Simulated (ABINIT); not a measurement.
# Converging GW for Be3N2 (P6_3/mmc) in ABINIT, part 2 of 2

Aim: raise bands and screening cutoff together for Be3N2 (P6_3/mmc) and follow gap and time.

ABINIT 10.8.3; PBEsol and many-body steps on it, plane waves. Known limits of the many-body steps: not at the basis limit.

So far. Step 3 (Screening, 6×6×2 mesh, 110 bands, screening to 93.3 eV): Local fields lower ε∞ by 6 %. Step 4 (110 bands, 93.3 eV): The gap on the mesh goes from 3.25 eV to 4.52 eV, a correction of +1.27 eV.

### 6. 156 bands, 123.5 eV

This step: G0W0 on PBEsol, plane waves, norm-conserving pseudopotentials.

The input, run.abi:

```
acell 3*1.0 Angstrom
rprim 
  2.841679226310 0.000000000023 0.000000000000
  -1.420839613175 2.460966399380 0.000000000000
  0.000000000000 0.000000000000 9.746841010000
ntypat 2
znucl 4 7
natom 10
typat 1 1 1 1 1 1 2 2 2 2
xred 
  0.333333333333 0.666666666667 0.078485970000
  0.666666666667 0.333333333333 0.578485970000
  0.666666666667 0.333333333333 0.921514030000
  0.333333333333 0.666666666667 0.421514030000
  0.000000000000 0.000000000000 0.250000000000
  0.000000000000 0.000000000000 0.750000000000
  0.000000000000 0.000000000000 0.000000000000
  0.000000000000 0.000000000000 0.500000000000
  0.333333333333 0.666666666667 0.250000000000
  0.666666666667 0.333333333333 0.750000000000
pp_dirpath "pseudos"
pseudos "Be.upf, N.upf"
ecut 38
ngkpt 6 6 2
nshiftk 1
shiftk 0 0 0
kptopt 1
chksymbreak 0
istwfk *1
occopt 1
irdwfk 1
optdriver 4
nband 156
gwcalctyp 0
ecutsigx 38
symsigma 1
nkptgw 4
kptgw 
  0.0000000000 0.0000000000 0.0000000000
  0.5000000000 0.0000000000 0.0000000000
  0.0000000000 0.0000000000 0.5000000000
  0.5000000000 0.0000000000 0.5000000000
bdgw 
  21 24
  21 24
  19 24
  21 24
ecuteps 4.54
irdscr 1
ppmodel 1
indata_prefix "in"
outdata_prefix "out"
tmpdata_prefix "tmp"
```

Run with:

```console
> OMP_NUM_THREADS=1 mpirun -n 4 abinit run.abi > log
```

Numbers of over 12 decimals in the logs are rounded to 6 here.

The program printed:

```text
.Version 10.8.3 of ABINIT. v10.8.2 released Aug 2026.

 Symmetries : space group P6_3/m m c (#194); Bravais hP (primitive hexag.)
[... echo of the input left out ...]
== DATASET  1 ==================================================================
-   mpi_nproc: 4, omp_nthreads: 1 (-1 if OMP is not activated)

--- !DatasetInfo
iteration_state: {dtset: 1, }
dimensions: {natom: 10, nkpt: 14, mband: 156, nsppol: 1, nspinor: 1, nspden: 1, mpw: 5176, }
cutoff_energies: {ecut:  38.0, pawecutdg:  -1.0, }
electrons: {nelect:   4.40000000E+01, charge:   0.00000000E+00, occopt:   1.00000000E+00, tsmear:   1.00000000E-02, }

 SIGMA: Calculation of the GW corrections

 Based on a program developped by R.W. Godby, V. Olevano, G. Onida, and L. Reining.
 Incorporated in ABINIT by V. Olevano, G.-M. Rignanese, and M. Torrent.
.Using double precision arithmetic ; gwpc =  8

[... cell and pseudopotentials left out ...]
--------------------------------------------------------------------------------

 ==== K-mesh for the wavefunctions ====
 Number of points in the irreducible wedge :    14
[... list of points left out ...]
 Together with 24 symmetry operations and time-reversal symmetry
 yields    72 points in the full Brillouin Zone.

 ==== Q-mesh for screening function ====
 Number of points in the irreducible wedge :    14
[... list of points left out ...]
 Together with 24 symmetry operations and time-reversal symmetry
 yields    72 points in the full Brillouin Zone.

 vcoul_init : cutoff-mode = AUXILIARY_FUNCTION
 q-points for optical limit:   1
     1)      0.000010    0.000020    0.000030
 setmesh: FFT mesh size selected  =    25x   25x  108
          total number of points  =        67500

 Number of electrons calculated from density =   44.0000; Expected =   44.0000
[...]
matrix elements of self-energy operator (all in [eV])

 Perturbative Calculation

--- !SelfEnergy_ee
iteration_state: {dtset: 1, }
kpoint     : [   0.000,    0.000,    0.000, ]
spin       : 1
KS_gap     :    6.089
QP_gap     :    7.642
Delta_QP_KS:    1.553
data: !SigmaeeData |
     Band     E0 <VxcDFT>   SigX SigC(E0)      Z dSigC/dE  Sig(E)    E-E0       E
       21   5.713 -17.572 -21.452   3.204   0.811  -0.233 -18.120  -0.548   5.165
       22   5.713 -17.572 -21.452   3.204   0.811  -0.233 -18.120  -0.548   5.165
       23  11.803 -13.767  -8.238  -4.313   0.827  -0.210 -12.762   1.005  12.807
[...]
--- !SelfEnergy_ee
iteration_state: {dtset: 1, }
kpoint     : [   0.500,    0.000,    0.000, ]
spin       : 1
KS_gap     :    4.645
QP_gap     :    6.195
Delta_QP_KS:    1.550
data: !SigmaeeData |
     Band     E0 <VxcDFT>   SigX SigC(E0)      Z dSigC/dE  Sig(E)    E-E0       E
[...]
--- !SelfEnergy_ee
iteration_state: {dtset: 1, }
kpoint     : [   0.000,    0.000,    0.500, ]
spin       : 1
KS_gap     :    6.933
QP_gap     :    8.650
Delta_QP_KS:    1.717
data: !SigmaeeData |
     Band     E0 <VxcDFT>   SigX SigC(E0)      Z dSigC/dE  Sig(E)    E-E0       E
[...]
--- !SelfEnergy_ee
iteration_state: {dtset: 1, }
kpoint     : [   0.500,    0.000,    0.500, ]
spin       : 1
KS_gap     :    6.152
QP_gap     :    7.857
Delta_QP_KS:    1.705
data: !SigmaeeData |
     Band     E0 <VxcDFT>   SigX SigC(E0)      Z dSigC/dE  Sig(E)    E-E0       E
[...]
23  10.127 -12.231  -7.320  -3.784   0.840  -0.191 -11.284   0.947  11.074
       24  10.127 -12.231  -7.320  -3.784   0.840  -0.191 -11.284   0.947  11.074

== END DATASET(S) ==============================================================
================================================================================

 -outvars: echo values of variables after computation  --------
           etotal      0.0000000000E+00
            nband         156
             nkpt          14
          spgroup         194
 [... the other variables as echoed above ...]

 Calculation completed.
```

Elapsed: 38 s, on 4 MPI ranks of Arm Neoverse V1, shared host; peak memory 1.5 GiB; 2.5 min of CPU time.

Numbers from this step:

```yaml
g0w0_gap_on_the_mesh: 4.641 eV
starting_gap_on_the_mesh: 3.248 eV
k_of_the_valence_top: 0, 0, 0
k_of_the_conduction_bottom: 0.5, 0, 0
z_at_the_valence_top: 0.811
z_at_the_conduction_bottom: 0.846
least_direct_g0w0_gap_on_the_computed_points: 6.183 eV
```

Against G0W0 in ABINIT (6×6×2 mesh, 110 bands, screening to 93.3 eV, Godby-Needs plasmon pole), the gap moves by +0.126 eV.

### 7. Screening, 6×6×2 mesh, 229 bands, screening to 164.9 eV

This step: RPA screening on PBEsol, plane waves, norm-conserving pseudopotentials.

Changes to run.abi since step 6:

```diff
@@ -31,21 +31,8 @@
 irdwfk 1
-optdriver 4
-nband 156
-gwcalctyp 0
-ecutsigx 38
-symsigma 1
-nkptgw 4
-kptgw 
-  0.0000000000 0.0000000000 0.0000000000
-  0.5000000000 0.0000000000 0.0000000000
-  0.0000000000 0.0000000000 0.5000000000
-  0.5000000000 0.0000000000 0.5000000000
-bdgw 
-  21 24
-  21 24
-  19 24
-  21 24
-ecuteps 4.54
-irdscr 1
-ppmodel 1
+optdriver 3
+nband 229
+ecuteps 6.06
+inclvkb 2
+awtr 1
+symchi 1
 indata_prefix "in"
```

The program printed:

```text
.Version 10.8.3 of ABINIT. v10.8.2 released Aug 2026.

 Symmetries : space group P6_3/m m c (#194); Bravais hP (primitive hexag.)
[... echo of the input left out ...]
== DATASET  1 ==================================================================
-   mpi_nproc: 4, omp_nthreads: 1 (-1 if OMP is not activated)

--- !DatasetInfo
iteration_state: {dtset: 1, }
dimensions: {natom: 10, nkpt: 14, mband: 229, nsppol: 1, nspinor: 1, nspden: 1, mpw: 5176, }
cutoff_energies: {ecut:  38.0, pawecutdg:  -1.0, }
[...]
--------------------------------------------------------------------------------
[... chi0 elements left out ...]
 For q-point:  0.000010 0.000020 0.000030
  dielectric constant =   4.4300
  dielectric constant without local fields =   4.8095

  Average fulfillment of the sum rule on Im[epsilon] for q-point    1 :     85.73  [%]
[... wings left out ...]
  q-point number  2        q = ( 0.166667, 0.000000, 0.000000) [r.l.u.]
--------------------------------------------------------------------------------
[... chi0 elements left out ...]
  Average fulfillment of the sum rule on Im[epsilon] for q-point    2 :     87.63  [%]

 [... 12 further q-points ...]
```

The job ended after 6.6 min (4 MPI ranks; peak memory 2.2 GiB; 26 min of CPU time).

Numbers from this step:

```yaml
eps_infinity_with_local_fields_on_this_mesh_along_the_program_s_q_direction: 4.43
the_same_without_local_fields: 4.809
plasma_frequency: 29.83 eV
plane_waves_in_the_screening_matrix: 303
```

### 8. 229 bands, 164.9 eV

This step: G0W0 on PBEsol, plane waves, norm-conserving pseudopotentials.

Changes to run.abi since step 7:

```diff
@@ -31,8 +31,21 @@
 irdwfk 1
-optdriver 3
+optdriver 4
 nband 229
+gwcalctyp 0
+ecutsigx 38
+symsigma 1
+nkptgw 4
+kptgw 
+  0.0000000000 0.0000000000 0.0000000000
+  0.5000000000 0.0000000000 0.0000000000
+  0.0000000000 0.0000000000 0.5000000000
+  0.5000000000 0.0000000000 0.5000000000
+bdgw 
+  21 24
+  21 24
+  19 24
+  21 24
 ecuteps 6.06
-inclvkb 2
-awtr 1
-symchi 1
+irdscr 1
+ppmodel 1
 indata_prefix "in"
```

The program printed:

```text
.Version 10.8.3 of ABINIT. v10.8.2 released Aug 2026.

 Symmetries : space group P6_3/m m c (#194); Bravais hP (primitive hexag.)
[... echo of the input left out ...]
== DATASET  1 ==================================================================
-   mpi_nproc: 4, omp_nthreads: 1 (-1 if OMP is not activated)

--- !DatasetInfo
iteration_state: {dtset: 1, }
dimensions: {natom: 10, nkpt: 14, mband: 229, nsppol: 1, nspinor: 1, nspden: 1, mpw: 5176, }
cutoff_energies: {ecut:  38.0, pawecutdg:  -1.0, }
[...]
Band     E0 <VxcDFT>   SigX SigC(E0)      Z dSigC/dE  Sig(E)    E-E0       E
[...]
23  10.127 -12.231  -7.320  -3.914   0.839  -0.192 -11.395   0.837  10.964
       24  10.127 -12.231  -7.320  -3.914   0.839  -0.192 -11.395   0.837  10.964

== END DATASET(S) ==============================================================
================================================================================

 -outvars: echo values of variables after computation  --------
           etotal      0.0000000000E+00
            nband         229
             nkpt          14
          spgroup         194
 [... the other variables as echoed above ...]

 Calculation completed.
```

Run time: 96 s. Hardware: 4 MPI ranks; peak memory 2.1 GiB.

This step gave:

* G0W0 gap on the mesh: 4.729 eV
* starting gap on the mesh: 3.248 eV
* k of the valence top: 0, 0, 0
* k of the conduction bottom: 0.5, 0, 0
* least direct G0W0 gap on the computed points: 6.232 eV

Against G0W0 in ABINIT (6×6×2 mesh, 156 bands, screening to 123.5 eV, Godby-Needs plasmon pole), the gap moves by +0.088 eV.

### 9. Screening, 6×6×2 mesh, 329 bands, screening to 214.4 eV

This step: RPA screening on PBEsol, plane waves, norm-conserving pseudopotentials.

Changes to run.abi since step 8:

```diff
@@ -31,21 +31,8 @@
 irdwfk 1
-optdriver 4
-nband 229
-gwcalctyp 0
-ecutsigx 38
-symsigma 1
-nkptgw 4
-kptgw 
-  0.0000000000 0.0000000000 0.0000000000
-  0.5000000000 0.0000000000 0.0000000000
-  0.0000000000 0.0000000000 0.5000000000
-  0.5000000000 0.0000000000 0.5000000000
-bdgw 
-  21 24
-  21 24
-  19 24
-  21 24
-ecuteps 6.06
-irdscr 1
-ppmodel 1
+optdriver 3
+nband 329
+ecuteps 7.88
+inclvkb 2
+awtr 1
+symchi 1
 indata_prefix "in"
```

The program printed:

```text
.Version 10.8.3 of ABINIT. v10.8.2 released Aug 2026.

 Symmetries : space group P6_3/m m c (#194); Bravais hP (primitive hexag.)
[... echo of the input left out ...]
== DATASET  1 ==================================================================
-   mpi_nproc: 4, omp_nthreads: 1 (-1 if OMP is not activated)

--- !DatasetInfo
iteration_state: {dtset: 1, }
dimensions: {natom: 10, nkpt: 14, mband: 329, nsppol: 1, nspinor: 1, nspden: 1, mpw: 5176, }
cutoff_energies: {ecut:  38.0, pawecutdg:  -1.0, }
[...]
--------------------------------------------------------------------------------
[... chi0 elements left out ...]
 For q-point:  0.000010 0.000020 0.000030
  dielectric constant =   4.4228
  dielectric constant without local fields =   4.8110

  Average fulfillment of the sum rule on Im[epsilon] for q-point    1 :     91.85  [%]
[... wings left out ...]
  q-point number  2        q = ( 0.166667, 0.000000, 0.000000) [r.l.u.]
--------------------------------------------------------------------------------
[... chi0 elements left out ...]
  Average fulfillment of the sum rule on Im[epsilon] for q-point    2 :     93.45  [%]

 [... 12 further q-points ...]
```

Run time: 20 min. Hardware: 4 MPI ranks; peak memory 4.8 GiB.

This step gave:

```
ε∞ with local fields, on this mesh, along the program's q direction : 4.423
the same without local fields                                       : 4.811
plasma frequency                                                    : 29.83 eV
plane waves in the screening matrix                                 : 497
```

### 10. 329 bands, 214.4 eV

This step: G0W0 on PBEsol, plane waves, norm-conserving pseudopotentials.

Changes to run.abi since step 9:

```diff
@@ -31,8 +31,21 @@
 irdwfk 1
-optdriver 3
+optdriver 4
 nband 329
+gwcalctyp 0
+ecutsigx 38
+symsigma 1
+nkptgw 4
+kptgw 
+  0.0000000000 0.0000000000 0.0000000000
+  0.5000000000 0.0000000000 0.0000000000
+  0.0000000000 0.0000000000 0.5000000000
+  0.5000000000 0.0000000000 0.5000000000
+bdgw 
+  21 24
+  21 24
+  19 24
+  21 24
 ecuteps 7.88
-inclvkb 2
-awtr 1
-symchi 1
+irdscr 1
+ppmodel 1
 indata_prefix "in"
```

The program printed:

```text
.Version 10.8.3 of ABINIT. v10.8.2 released Aug 2026.

 Symmetries : space group P6_3/m m c (#194); Bravais hP (primitive hexag.)
[... echo of the input left out ...]
== DATASET  1 ==================================================================
-   mpi_nproc: 4, omp_nthreads: 1 (-1 if OMP is not activated)

--- !DatasetInfo
iteration_state: {dtset: 1, }
dimensions: {natom: 10, nkpt: 14, mband: 329, nsppol: 1, nspinor: 1, nspden: 1, mpw: 5176, }
cutoff_energies: {ecut:  38.0, pawecutdg:  -1.0, }
[...]
Band     E0 <VxcDFT>   SigX SigC(E0)      Z dSigC/dE  Sig(E)    E-E0       E
[...]
23  10.127 -12.231  -7.320  -4.010   0.838  -0.193 -11.476   0.755  10.882
       24  10.127 -12.231  -7.320  -4.010   0.838  -0.193 -11.476   0.755  10.882

== END DATASET(S) ==============================================================
================================================================================

 -outvars: echo values of variables after computation  --------
           etotal      0.0000000000E+00
            nband         329
             nkpt          14
          spgroup         194
 [... the other variables as echoed above ...]

 Calculation completed.
```

Wall time 5.7 min (4 MPI ranks); peak memory 4.8 GiB.

Numbers from this step:

```
G0W0 gap on the mesh                         : 4.807 eV
starting gap on the mesh                     : 3.248 eV
k of the valence top                         : 0, 0, 0
k of the conduction bottom                   : 0.5, 0, 0
least direct G0W0 gap on the computed points : 6.292 eV
```

Against G0W0 in ABINIT (6×6×2 mesh, 229 bands, screening to 164.9 eV, Godby-Needs plasmon pole), the gap moves by +0.078 eV.

### 11. Screening, 6×6×2 mesh, 467 bands, screening to 274.8 eV

This step: RPA screening on PBEsol, plane waves, norm-conserving pseudopotentials.

Changes to run.abi since step 10:

```diff
@@ -31,21 +31,8 @@
 irdwfk 1
-optdriver 4
-nband 329
-gwcalctyp 0
-ecutsigx 38
-symsigma 1
-nkptgw 4
-kptgw 
-  0.0000000000 0.0000000000 0.0000000000
-  0.5000000000 0.0000000000 0.0000000000
-  0.0000000000 0.0000000000 0.5000000000
-  0.5000000000 0.0000000000 0.5000000000
-bdgw 
-  21 24
-  21 24
-  19 24
-  21 24
-ecuteps 7.88
-irdscr 1
-ppmodel 1
+optdriver 3
+nband 467
+ecuteps 10.1
+inclvkb 2
+awtr 1
+symchi 1
 indata_prefix "in"
```

The program printed:

```text
.Version 10.8.3 of ABINIT. v10.8.2 released Aug 2026.

 Symmetries : space group P6_3/m m c (#194); Bravais hP (primitive hexag.)
[... echo of the input left out ...]
== DATASET  1 ==================================================================
-   mpi_nproc: 4, omp_nthreads: 1 (-1 if OMP is not activated)

--- !DatasetInfo
iteration_state: {dtset: 1, }
dimensions: {natom: 10, nkpt: 14, mband: 467, nsppol: 1, nspinor: 1, nspden: 1, mpw: 5176, }
cutoff_energies: {ecut:  38.0, pawecutdg:  -1.0, }
[...]
--------------------------------------------------------------------------------
[... chi0 elements left out ...]
 For q-point:  0.000010 0.000020 0.000030
  dielectric constant =   4.4217
  dielectric constant without local fields =   4.8118

  Average fulfillment of the sum rule on Im[epsilon] for q-point    1 :     96.94  [%]
[... wings left out ...]
  q-point number  2        q = ( 0.166667, 0.000000, 0.000000) [r.l.u.]
--------------------------------------------------------------------------------
[... chi0 elements left out ...]
  Average fulfillment of the sum rule on Im[epsilon] for q-point    2 :     98.15  [%]

 [... 12 further q-points ...]
```

Run time: 35 min. Hardware: 4 MPI ranks; peak memory 4.8 GiB; 2.4 h of CPU time.

This step gave:

| Quantity | Value |
| --- | --- |
| ε∞ with local fields, on this mesh, along the program's q direction | 4.422 |
| the same without local fields | 4.812 |
| plasma frequency | 29.83 eV |
| plane waves in the screening matrix | 687 |

### 12. 467 bands, 274.8 eV

This step: G0W0 on PBEsol, plane waves, norm-conserving pseudopotentials.

Changes to run.abi since step 11:

```diff
@@ -31,8 +31,21 @@
 irdwfk 1
-optdriver 3
+optdriver 4
 nband 467
+gwcalctyp 0
+ecutsigx 38
+symsigma 1
+nkptgw 4
+kptgw 
+  0.0000000000 0.0000000000 0.0000000000
+  0.5000000000 0.0000000000 0.0000000000
+  0.0000000000 0.0000000000 0.5000000000
+  0.5000000000 0.0000000000 0.5000000000
+bdgw 
+  21 24
+  21 24
+  19 24
+  21 24
 ecuteps 10.1
-inclvkb 2
-awtr 1
-symchi 1
+irdscr 1
+ppmodel 1
 indata_prefix "in"
```

The program printed:

```text
.Version 10.8.3 of ABINIT. v10.8.2 released Aug 2026.

 Symmetries : space group P6_3/m m c (#194); Bravais hP (primitive hexag.)
[... echo of the input left out ...]
== DATASET  1 ==================================================================
-   mpi_nproc: 4, omp_nthreads: 1 (-1 if OMP is not activated)

--- !DatasetInfo
iteration_state: {dtset: 1, }
dimensions: {natom: 10, nkpt: 14, mband: 467, nsppol: 1, nspinor: 1, nspden: 1, mpw: 5176, }
cutoff_energies: {ecut:  38.0, pawecutdg:  -1.0, }
[...]
Band     E0 <VxcDFT>   SigX SigC(E0)      Z dSigC/dE  Sig(E)    E-E0       E
[...]
23  10.127 -12.231  -7.320  -4.077   0.837  -0.194 -11.532   0.699  10.826
       24  10.127 -12.231  -7.320  -4.077   0.837  -0.194 -11.532   0.699  10.826

== END DATASET(S) ==============================================================
================================================================================

 -outvars: echo values of variables after computation  --------
           etotal      0.0000000000E+00
            nband         467
             nkpt          14
          spgroup         194
 [... the other variables as echoed above ...]

 Calculation completed.
```

It took 15 min on 4 MPI ranks; peak memory 5.7 GiB; 58 min of CPU time.

This step gave:

```yaml
g0w0_gap_on_the_mesh: 4.868 eV
starting_gap_on_the_mesh: 3.248 eV
k_of_the_valence_top: 0, 0, 0
k_of_the_conduction_bottom: 0.5, 0, 0
least_direct_g0w0_gap_on_the_computed_points: 6.335 eV
```

Against G0W0 in ABINIT (6×6×2 mesh, 329 bands, screening to 214.4 eV, Godby-Needs plasmon pole), the gap moves by +0.061 eV.

### 13. Side by side

Times are wall times on 4 MPI ranks of Arm Neoverse V1, shared host, good to a factor of about two. A run's time includes the screening step that it read.

```csv
run,mesh,bands,screening cutoff (eV),DFT gap (eV),gap on the mesh (eV),direct (eV),ε∞ used,time
"110 bands, 93.3 eV",6×6×2,110,93.3,3.248,4.515,6.099,4.49,2.4 min
"156 bands, 123.5 eV",6×6×2,156,123.5,3.248,4.641,6.183,4.43,4.2 min
"229 bands, 164.9 eV",6×6×2,229,164.9,3.248,4.729,6.232,4.43,8.2 min
"329 bands, 214.4 eV",6×6×2,329,214.4,3.248,4.807,6.292,4.42,26 min
"467 bands, 274.8 eV",6×6×2,467,274.8,3.248,4.868,6.335,4.42,50 min
```

### 14. Outcome

```json
{
 "110 bands, 93.3 eV": "4.515 eV",
 "156 bands, 123.5 eV": "4.641 eV",
 "229 bands, 164.9 eV": "4.729 eV",
 "329 bands, 214.4 eV": "4.807 eV",
 "467 bands, 274.8 eV": "4.868 eV",
 "known limits": "not at the basis limit"
}
```

In words: From the first rung to the last the gap moves by +0.35 eV for 21 times the time.

[Paths, hosts, dates, memory and timing lines, banners, echoed tables and standing remarks are left out of the program output.]

[Logs are printed without paths, hosts, clocks, repeated set-up lines and the standing remarks that a program may print on its own settings, such as how far it seeks lower states.]

[Runs of the session that timed out or met a known fault of the program may be left out.]

[Hosts, paths, dates, database ids (printed as entryN), source tags and the programs' standing remarks are cut or masked in the printed files.]

[G0W0 gaps are taken among the corrected bands and points alone; a level outside them can change the order at an edge.]

[Where Ansatz stands beside ABINIT at settings called matched, ABINIT's density can come from a denser mesh and the files from another edition; pairs whose starting gaps differed by over 0.03 eV were left out, so agreement reads better than it is.]
